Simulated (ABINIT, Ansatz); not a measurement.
# GaBiSe3 (Pm-3m): zone-centre phonons, part 3 of 4

Wanted: the vibrations of GaBiSe3 (Pm-3m) at Γ, by two programs.

ABINIT 10.8.3; DFT LDA, scalar-relativistic, plane waves, HGH norm-conserving pseudopotentials.

So far. Step 6 (Self-consistent run for the response): The cell stands at -1.1 GPa: the relaxation ran with a smoothed and higher cutoff, and the difference is a stress of the finite basis. Step 7 (Zone-centre response): The acoustic modes at Γ come out as far as 3.1 cm⁻¹ from zero, where they should vanish, a small numerical error. The lowest optical mode is imaginary, 97i cm⁻¹, an instability at this level and on this k mesh. The relaxed cell has a = 4.844 Å (conventional setting).

The structure was built from a prototype and need not be the compound's stable phase.

## Step 8: Zone-centre analysis

anaddb reads the merged derivatives and imposes the acoustic sum rule.

anaddb.abi

```
ddb_filepath "gamma_DDB"
output_file "anaddb.abo"
outdata_prefix "anaddb"
asr 1
chneut 1
enunit 2
eivec 1
nph1l 1
qph1l 0.0 0.0 0.0 1.0
```

mrgddb.in

```
gamma_DDB
merged
2
dfpt_gammao_DDB
gso_DDB
```

On the command line:

```
mrgddb < mrgddb.in > mrgddb.log
OMP_NUM_THREADS=1 anaddb anaddb.abi > anaddb.log
```

anaddb.abo, the main output file:

```text
-outvars_anaddb: echo values of input variables ----------------------

 Miscellaneous information :
      enunit         2
       eivec         1
         asr         1
 First list of wavevector (reduced coord.) :
       nph1l         1
       qph1l
                     0.00000000E+00  0.00000000E+00  0.00000000E+00    1.000E+00

================================================================================

 read the DDB information and perform some checks

  ==== Info on the Cryst% object ====
 Real(R)+Recip(G) space primitive vectors, cartesian coordinates (Bohr,Bohr^-1):
 R(1)=  9.1542793  0.0000000  0.0000000  G(1)=  0.1092385  0.0000000  0.0000000
 R(2)=  0.0000000  9.1542793  0.0000000  G(2)=  0.0000000  0.1092385  0.0000000
 R(3)=  0.0000000  0.0000000  9.1542793  G(3)=  0.0000000  0.0000000  0.1092385
 Unit cell volume ucvol=  7.6713620E+02 bohr^3
 Angles (23,13,12)=  9.00000000E+01  9.00000000E+01  9.00000000E+01 degrees
 Time-reversal symmetry is present
 Reduced atomic positions [iatom, xred, symbol]:
    1)    0.0000000  0.0000000  0.0000000  Bi
    2)    0.5000000  0.5000000  0.5000000  Ga
    3)    0.5000000  0.5000000  0.0000000  Se
    4)    0.5000000  0.0000000  0.5000000  Se
    5)    0.0000000  0.5000000  0.5000000  Se

 DDB file with 3 blocks has been read.

================================================================================

 Treat the first list of vectors

  Phonon wavevector (reduced coordinates) :  0.00000  0.00000  0.00000
 Phonon energies in Hartree :
  -4.402196E-04 -4.402196E-04 -4.402196E-04 -3.494747E-04 -3.494747E-04
  -3.494747E-04 -3.907004E-05 -3.907004E-05 -3.907004E-05  3.684668E-08
   3.690865E-08  3.709398E-08  1.065308E-03  1.065308E-03  1.065308E-03
 Phonon energies in meV     :
- -1.197899E+01 -1.197899E+01 -1.197899E+01 -9.509691E+00 -9.509691E+00
- -9.509691E+00 -1.063150E+00 -1.063150E+00 -1.063150E+00  1.002649E-03
-  1.004336E-03  1.009379E-03  2.898851E+01  2.898851E+01  2.898851E+01
 Phonon frequencies in cm-1    :
- -9.661703E+01 -9.661703E+01 -9.661703E+01 -7.670083E+01 -7.670083E+01
- -7.670083E+01 -8.574883E+00 -8.574883E+00 -8.574883E+00  8.086911E-03
-  8.100513E-03  8.141187E-03  2.338081E+02  2.338081E+02  2.338081E+02
 Phonon frequencies in Thz     :
- -2.896506E+00 -2.896506E+00 -2.896506E+00 -2.299433E+00 -2.299433E+00
- -2.299433E+00 -2.570685E-01 -2.570685E-01 -2.570685E-01  2.424395E-04
-  2.428473E-04  2.440666E-04  7.009390E+00  7.009390E+00  7.009390E+00
 Phonon energies in Kelvin  :
- -1.390104E+02 -1.390104E+02 -1.390104E+02 -1.103554E+02 -1.103554E+02
- -1.103554E+02 -1.233734E+01 -1.233734E+01 -1.233734E+01  1.163526E-02
-  1.165483E-02  1.171335E-02  3.363977E+02  3.363977E+02  3.363977E+02

 Eigendisplacements
 (will be given, for each mode : in cartesian coordinates
   for each atom the real part of the displacement vector,
   then the imaginary part of the displacement vector - absolute values smaller than 1.0d-7 are set to zero)
  Mode number    1   Energy   -4.402196E-04
 Attention : low frequency mode.
   (Could be unstable or acoustic mode)
-  1  0.00000000E+00  0.00000000E+00 -9.78595341E-04
-     0.00000000E+00  0.00000000E+00  0.00000000E+00
-  2  0.00000000E+00  0.00000000E+00 -5.03167935E-04
-     0.00000000E+00  0.00000000E+00  0.00000000E+00
-  3  0.00000000E+00  0.00000000E+00  1.47329272E-04
-     0.00000000E+00  0.00000000E+00  0.00000000E+00
-  4  0.00000000E+00  0.00000000E+00  1.44355964E-03
-     0.00000000E+00  0.00000000E+00  0.00000000E+00
-  5  0.00000000E+00  0.00000000E+00  1.44355964E-03
-     0.00000000E+00  0.00000000E+00  0.00000000E+00
  Mode number    2   Energy   -4.402196E-04
 Attention : low frequency mode.
   (Could be unstable or acoustic mode)
-  1  0.00000000E+00 -9.78595341E-04  0.00000000E+00
-     0.00000000E+00  0.00000000E+00  0.00000000E+00
-  2  0.00000000E+00 -5.03167935E-04  0.00000000E+00
-     0.00000000E+00  0.00000000E+00  0.00000000E+00
-  3  0.00000000E+00  1.44355964E-03  0.00000000E+00
-     0.00000000E+00  0.00000000E+00  0.00000000E+00
-  4  0.00000000E+00  1.47329272E-04  0.00000000E+00
-     0.00000000E+00  0.00000000E+00  0.00000000E+00
-  5  0.00000000E+00  1.44355964E-03  0.00000000E+00
-     0.00000000E+00  0.00000000E+00  0.00000000E+00
  Mode number    3   Energy   -4.402196E-04
 Attention : low frequency mode.
   (Could be unstable or acoustic mode)
-  1  9.78595341E-04  0.00000000E+00  0.00000000E+00
-     0.00000000E+00  0.00000000E+00  0.00000000E+00
-  2  5.03167936E-04  0.00000000E+00  0.00000000E+00
-     0.00000000E+00  0.00000000E+00  0.00000000E+00
-  3 -1.44355964E-03  0.00000000E+00  0.00000000E+00
-     0.00000000E+00  0.00000000E+00  0.00000000E+00
-  4 -1.44355964E-03  0.00000000E+00  0.00000000E+00
-     0.00000000E+00  0.00000000E+00  0.00000000E+00
-  5 -1.47329272E-04  0.00000000E+00  0.00000000E+00
-     0.00000000E+00  0.00000000E+00  0.00000000E+00
  Mode number    4   Energy   -3.494747E-04
 Attention : low frequency mode.
   (Could be unstable or acoustic mode)
-  1  0.00000000E+00  0.00000000E+00  0.00000000E+00
-     0.00000000E+00  0.00000000E+00  0.00000000E+00
-  2  0.00000000E+00  0.00000000E+00  0.00000000E+00
-     0.00000000E+00  0.00000000E+00  0.00000000E+00
-  3  0.00000000E+00  0.00000000E+00  0.00000000E+00
-     0.00000000E+00  0.00000000E+00  0.00000000E+00
-  4  0.00000000E+00  0.00000000E+00 -1.86380890E-03
-     0.00000000E+00  0.00000000E+00  0.00000000E+00
-  5  0.00000000E+00  0.00000000E+00  1.86380890E-03
-     0.00000000E+00  0.00000000E+00  0.00000000E+00
  Mode number    5   Energy   -3.494747E-04
 Attention : low frequency mode.
   (Could be unstable or acoustic mode)
-  1  0.00000000E+00  0.00000000E+00  0.00000000E+00
-     0.00000000E+00  0.00000000E+00  0.00000000E+00
-  2  0.00000000E+00  0.00000000E+00  0.00000000E+00
-     0.00000000E+00  0.00000000E+00  0.00000000E+00
-  3  0.00000000E+00 -1.86380890E-03  0.00000000E+00
-     0.00000000E+00  0.00000000E+00  0.00000000E+00
-  4  0.00000000E+00  0.00000000E+00  0.00000000E+00
-     0.00000000E+00  0.00000000E+00  0.00000000E+00
-  5  0.00000000E+00  1.86380890E-03  0.00000000E+00
-     0.00000000E+00  0.00000000E+00  0.00000000E+00
  Mode number    6   Energy   -3.494747E-04
 Attention : low frequency mode.
   (Could be unstable or acoustic mode)
-  1  0.00000000E+00  0.00000000E+00  0.00000000E+00
-     0.00000000E+00  0.00000000E+00  0.00000000E+00
-  2  0.00000000E+00  0.00000000E+00  0.00000000E+00
-     0.00000000E+00  0.00000000E+00  0.00000000E+00
-  3  1.86380890E-03  0.00000000E+00  0.00000000E+00
-     0.00000000E+00  0.00000000E+00  0.00000000E+00
-  4 -1.86380890E-03  0.00000000E+00  0.00000000E+00
-     0.00000000E+00  0.00000000E+00  0.00000000E+00
-  5  0.00000000E+00  0.00000000E+00  0.00000000E+00
-     0.00000000E+00  0.00000000E+00  0.00000000E+00
  Mode number    7   Energy   -3.907004E-05
 Attention : low frequency mode.
   (Could be unstable or acoustic mode)
-  1  0.00000000E+00  0.00000000E+00 -7.77365389E-04
-     0.00000000E+00  0.00000000E+00  0.00000000E+00
-  2  0.00000000E+00  0.00000000E+00  2.04843545E-03
-     0.00000000E+00  0.00000000E+00  0.00000000E+00
-  3  0.00000000E+00  0.00000000E+00  1.12113422E-03
-     0.00000000E+00  0.00000000E+00  0.00000000E+00
-  4  0.00000000E+00  0.00000000E+00 -4.39340607E-04
-     0.00000000E+00  0.00000000E+00  0.00000000E+00
-  5  0.00000000E+00  0.00000000E+00 -4.39340607E-04
-     0.00000000E+00  0.00000000E+00  0.00000000E+00
  Mode number    8   Energy   -3.907004E-05
 Attention : low frequency mode.
   (Could be unstable or acoustic mode)
-  1  0.00000000E+00  7.77365389E-04  0.00000000E+00
-     0.00000000E+00  0.00000000E+00  0.00000000E+00
-  2  0.00000000E+00 -2.04843545E-03  0.00000000E+00
-     0.00000000E+00  0.00000000E+00  0.00000000E+00
-  3  0.00000000E+00  4.39340607E-04  0.00000000E+00
-     0.00000000E+00  0.00000000E+00  0.00000000E+00
-  4  0.00000000E+00 -1.12113422E-03  0.00000000E+00
-     0.00000000E+00  0.00000000E+00  0.00000000E+00
-  5  0.00000000E+00  4.39340607E-04  0.00000000E+00
-     0.00000000E+00  0.00000000E+00  0.00000000E+00
  Mode number    9   Energy   -3.907004E-05
 Attention : low frequency mode.
   (Could be unstable or acoustic mode)
-  1  7.77365389E-04  0.00000000E+00  0.00000000E+00
-     0.00000000E+00  0.00000000E+00  0.00000000E+00
-  2 -2.04843545E-03  0.00000000E+00  0.00000000E+00
-     0.00000000E+00  0.00000000E+00  0.00000000E+00
-  3  4.39340607E-04  0.00000000E+00  0.00000000E+00
-     0.00000000E+00  0.00000000E+00  0.00000000E+00
-  4  4.39340607E-04  0.00000000E+00  0.00000000E+00
-     0.00000000E+00  0.00000000E+00  0.00000000E+00
-  5 -1.12113422E-03  0.00000000E+00  0.00000000E+00
-     0.00000000E+00  0.00000000E+00  0.00000000E+00
  Mode number   10   Energy    3.684668E-08
 Attention : low frequency mode.
   (Could be unstable or acoustic mode)
-  1  0.00000000E+00  0.00000000E+00 -1.03081097E-03
-     0.00000000E+00  0.00000000E+00  0.00000000E+00
-  2  0.00000000E+00  0.00000000E+00 -1.03339253E-03
-     0.00000000E+00  0.00000000E+00  0.00000000E+00
-  3  0.00000000E+00  0.00000000E+00 -1.03252205E-03
-     0.00000000E+00  0.00000000E+00  0.00000000E+00
-  4  0.00000000E+00  0.00000000E+00 -1.03107362E-03
-     0.00000000E+00  0.00000000E+00  0.00000000E+00
-  5  0.00000000E+00  0.00000000E+00 -1.03107362E-03
-     0.00000000E+00  0.00000000E+00  0.00000000E+00
  Mode number   11   Energy    3.690865E-08
 Attention : low frequency mode.
   (Could be unstable or acoustic mode)
-  1  0.00000000E+00  1.03081097E-03  0.00000000E+00
-     0.00000000E+00  0.00000000E+00  0.00000000E+00
-  2  0.00000000E+00  1.03339253E-03  0.00000000E+00
-     0.00000000E+00  0.00000000E+00  0.00000000E+00
-  3  0.00000000E+00  1.03107362E-03  0.00000000E+00
-     0.00000000E+00  0.00000000E+00  0.00000000E+00
-  4  0.00000000E+00  1.03252205E-03  0.00000000E+00
-     0.00000000E+00  0.00000000E+00  0.00000000E+00
-  5  0.00000000E+00  1.03107362E-03  0.00000000E+00
-     0.00000000E+00  0.00000000E+00  0.00000000E+00
  Mode number   12   Energy    3.709398E-08
 Attention : low frequency mode.
   (Could be unstable or acoustic mode)
-  1  1.03081097E-03  0.00000000E+00  0.00000000E+00
-     0.00000000E+00  0.00000000E+00  0.00000000E+00
-  2  1.03339253E-03  0.00000000E+00  0.00000000E+00
-     0.00000000E+00  0.00000000E+00  0.00000000E+00
-  3  1.03107362E-03  0.00000000E+00  0.00000000E+00
-     0.00000000E+00  0.00000000E+00  0.00000000E+00
-  4  1.03107362E-03  0.00000000E+00  0.00000000E+00
-     0.00000000E+00  0.00000000E+00  0.00000000E+00
-  5  1.03252205E-03  0.00000000E+00  0.00000000E+00
-     0.00000000E+00  0.00000000E+00  0.00000000E+00
  Mode number   13   Energy    1.065308E-03
-  1  0.00000000E+00  0.00000000E+00  2.26661593E-05
-     0.00000000E+00  0.00000000E+00  0.00000000E+00
-  2  0.00000000E+00  0.00000000E+00  1.53323995E-03
-     0.00000000E+00  0.00000000E+00  0.00000000E+00
-  3  0.00000000E+00  0.00000000E+00 -2.14541781E-03
-     0.00000000E+00  0.00000000E+00  0.00000000E+00
-  4  0.00000000E+00  0.00000000E+00  3.65767941E-04
-     0.00000000E+00  0.00000000E+00  0.00000000E+00
-  5  0.00000000E+00  0.00000000E+00  3.65767941E-04
-     0.00000000E+00  0.00000000E+00  0.00000000E+00
  Mode number   14   Energy    1.065308E-03
-  1  0.00000000E+00 -2.26661593E-05  0.00000000E+00
-     0.00000000E+00  0.00000000E+00  0.00000000E+00
-  2  0.00000000E+00 -1.53323995E-03  0.00000000E+00
-     0.00000000E+00  0.00000000E+00  0.00000000E+00
-  3  0.00000000E+00 -3.65767941E-04  0.00000000E+00
-     0.00000000E+00  0.00000000E+00  0.00000000E+00
-  4  0.00000000E+00  2.14541781E-03  0.00000000E+00
-     0.00000000E+00  0.00000000E+00  0.00000000E+00
-  5  0.00000000E+00 -3.65767941E-04  0.00000000E+00
-     0.00000000E+00  0.00000000E+00  0.00000000E+00
  Mode number   15   Energy    1.065308E-03
-  1  2.26661593E-05  0.00000000E+00  0.00000000E+00
-     0.00000000E+00  0.00000000E+00  0.00000000E+00
-  2  1.53323995E-03  0.00000000E+00  0.00000000E+00
-     0.00000000E+00  0.00000000E+00  0.00000000E+00
-  3  3.65767941E-04  0.00000000E+00  0.00000000E+00
-     0.00000000E+00  0.00000000E+00  0.00000000E+00
-  4  3.65767941E-04  0.00000000E+00  0.00000000E+00
-     0.00000000E+00  0.00000000E+00  0.00000000E+00
-  5 -2.14541781E-03  0.00000000E+00  0.00000000E+00
-     0.00000000E+00  0.00000000E+00  0.00000000E+00

 Analysis of degeneracies and characters (maximum tolerance=1.00E-06 a.u.)
 For each vibration mode, or group of modes if degenerate,
 the characters are given for each symmetry operation (see the list in the log file).
 Symmetry characters of vibration mode #   1
       degenerate with vibration modes #   2 to    3
  3.0 -3.0 -1.0  1.0 -1.0  1.0 -1.0  1.0  1.0 -1.0 -1.0  1.0  1.0 -1.0 -1.0  1.0
 -0.0  0.0  0.0 -0.0 -0.0  0.0  0.0 -0.0  1.0 -1.0 -1.0  1.0 -1.0  1.0  1.0 -1.0
 -0.0  0.0 -0.0  0.0  0.0 -0.0  0.0 -0.0  1.0 -1.0  1.0 -1.0 -1.0  1.0 -1.0  1.0
 Symmetry characters of vibration mode #   4
       degenerate with vibration modes #   5 to    6
  3.0 -3.0 -1.0  1.0 -1.0  1.0 -1.0  1.0 -1.0  1.0  1.0 -1.0 -1.0  1.0  1.0 -1.0
 -0.0  0.0 -0.0  0.0  0.0 -0.0 -0.0  0.0 -1.0  1.0  1.0 -1.0  1.0 -1.0 -1.0  1.0
 -0.0  0.0  0.0 -0.0 -0.0  0.0 -0.0  0.0 -1.0  1.0 -1.0  1.0  1.0 -1.0  1.0 -1.0
 Symmetry characters of vibration mode #   7
       degenerate with vibration modes #   8 to    9
  3.0 -3.0 -1.0  1.0 -1.0  1.0 -1.0  1.0  1.0 -1.0 -1.0  1.0  1.0 -1.0 -1.0  1.0
  0.0 -0.0  0.0 -0.0 -0.0  0.0 -0.0  0.0  1.0 -1.0 -1.0  1.0 -1.0  1.0  1.0 -1.0
  0.0 -0.0 -0.0  0.0 -0.0  0.0  0.0 -0.0  1.0 -1.0  1.0 -1.0 -1.0  1.0 -1.0  1.0
 Symmetry characters of vibration mode #  10
       degenerate with vibration modes #  11 to   12
  3.0 -3.0 -1.0  1.0 -1.0  1.0 -1.0  1.0  1.0 -1.0 -1.0  1.0  1.0 -1.0 -1.0  1.0
 -0.0  0.0  0.0 -0.0 -0.0  0.0 -0.0  0.0  1.0 -1.0 -1.0  1.0 -1.0  1.0  1.0 -1.0
 -0.0  0.0 -0.0  0.0 -0.0  0.0  0.0 -0.0  1.0 -1.0  1.0 -1.0 -1.0  1.0 -1.0  1.0
 Symmetry characters of vibration mode #  13
       degenerate with vibration modes #  14 to   15
  3.0 -3.0 -1.0  1.0 -1.0  1.0 -1.0  1.0  1.0 -1.0 -1.0  1.0  1.0 -1.0 -1.0  1.0
  0.0 -0.0  0.0 -0.0 -0.0  0.0 -0.0  0.0  1.0 -1.0 -1.0  1.0 -1.0  1.0  1.0 -1.0
  0.0 -0.0 -0.0  0.0 -0.0  0.0  0.0 -0.0  1.0 -1.0  1.0 -1.0 -1.0  1.0 -1.0  1.0
-
```

Elapsed: 0.51 s, on 1 thread of Arm Neoverse V1, shared host.

Read from the output:

* lowest optical zone-centre mode: -96.62 cm⁻¹

No LO-TO term; unit eigenvectors of the mass-weighted matrix, from anaddb's displacements. The modes at Γ (shares of kinetic energy by element, %) (negative means imaginary):

| mode | frequency (cm⁻¹) | symmetry | Bi % | Ga % | Se % |
| --- | --- | --- | --- | --- | --- |
| 1 | -96.6 | T1u | 36 | 3 | 60 |
| 2 | -96.6 | T1u | 36 | 3 | 60 |
| 3 | -96.6 | T1u | 36 | 3 | 60 |
| 4 | -76.7 | T2u | 0 | 0 | 100 |
| 5 | -76.7 | T2u | 0 | 0 | 100 |
| 6 | -76.7 | T2u | 0 | 0 | 100 |
| 7 | -8.6 | T1u | 23 | 53 | 24 |
| 8 | -8.6 | T1u | 23 | 53 | 24 |
| 9 | -8.6 | T1u | 23 | 53 | 24 |
| 10 | 0.0 | acoustic | 40 | 14 | 46 |
| 11 | 0.0 | acoustic | 40 | 14 | 46 |
| 12 | 0.0 | acoustic | 40 | 14 | 46 |
| 13 | 233.8 | T1u | 0 | 30 | 70 |
| 14 | 233.8 | T1u | 0 | 30 | 70 |
| 15 | 233.8 | T1u | 0 | 30 | 70 |

Displacements in mode 1 (-96.6 cm⁻¹), the largest set to 1:
```
Bi1  0.00  0.00 -0.68
Ga2  0.00  0.00 -0.35
Se3  0.00  0.00  0.10
Se4  0.00  0.00  1.00
Se5  0.00  0.00  1.00
```

Displacements in mode 4 (-76.7 cm⁻¹), the largest set to 1:
```
Bi1  0.00  0.00  0.00
Ga2  0.00  0.00  0.00
Se3  0.00  0.00  0.00
Se4  0.00  0.00 -1.00
Se5  0.00  0.00  1.00
```

The rule also moves an optical mode by 0.3 cm⁻¹.

(Continued in part 4 of 4.)

[Host names and launcher messages were left out of these logs when they were recorded.]

[Logs are printed without paths, hosts, clocks, repeated set-up lines and the standing remarks that a program may print on its own settings, such as how far it seeks lower states.]

[Hosts, paths, dates, database ids (printed as entryN), source tags and the programs' standing remarks are cut or masked in the printed files.]
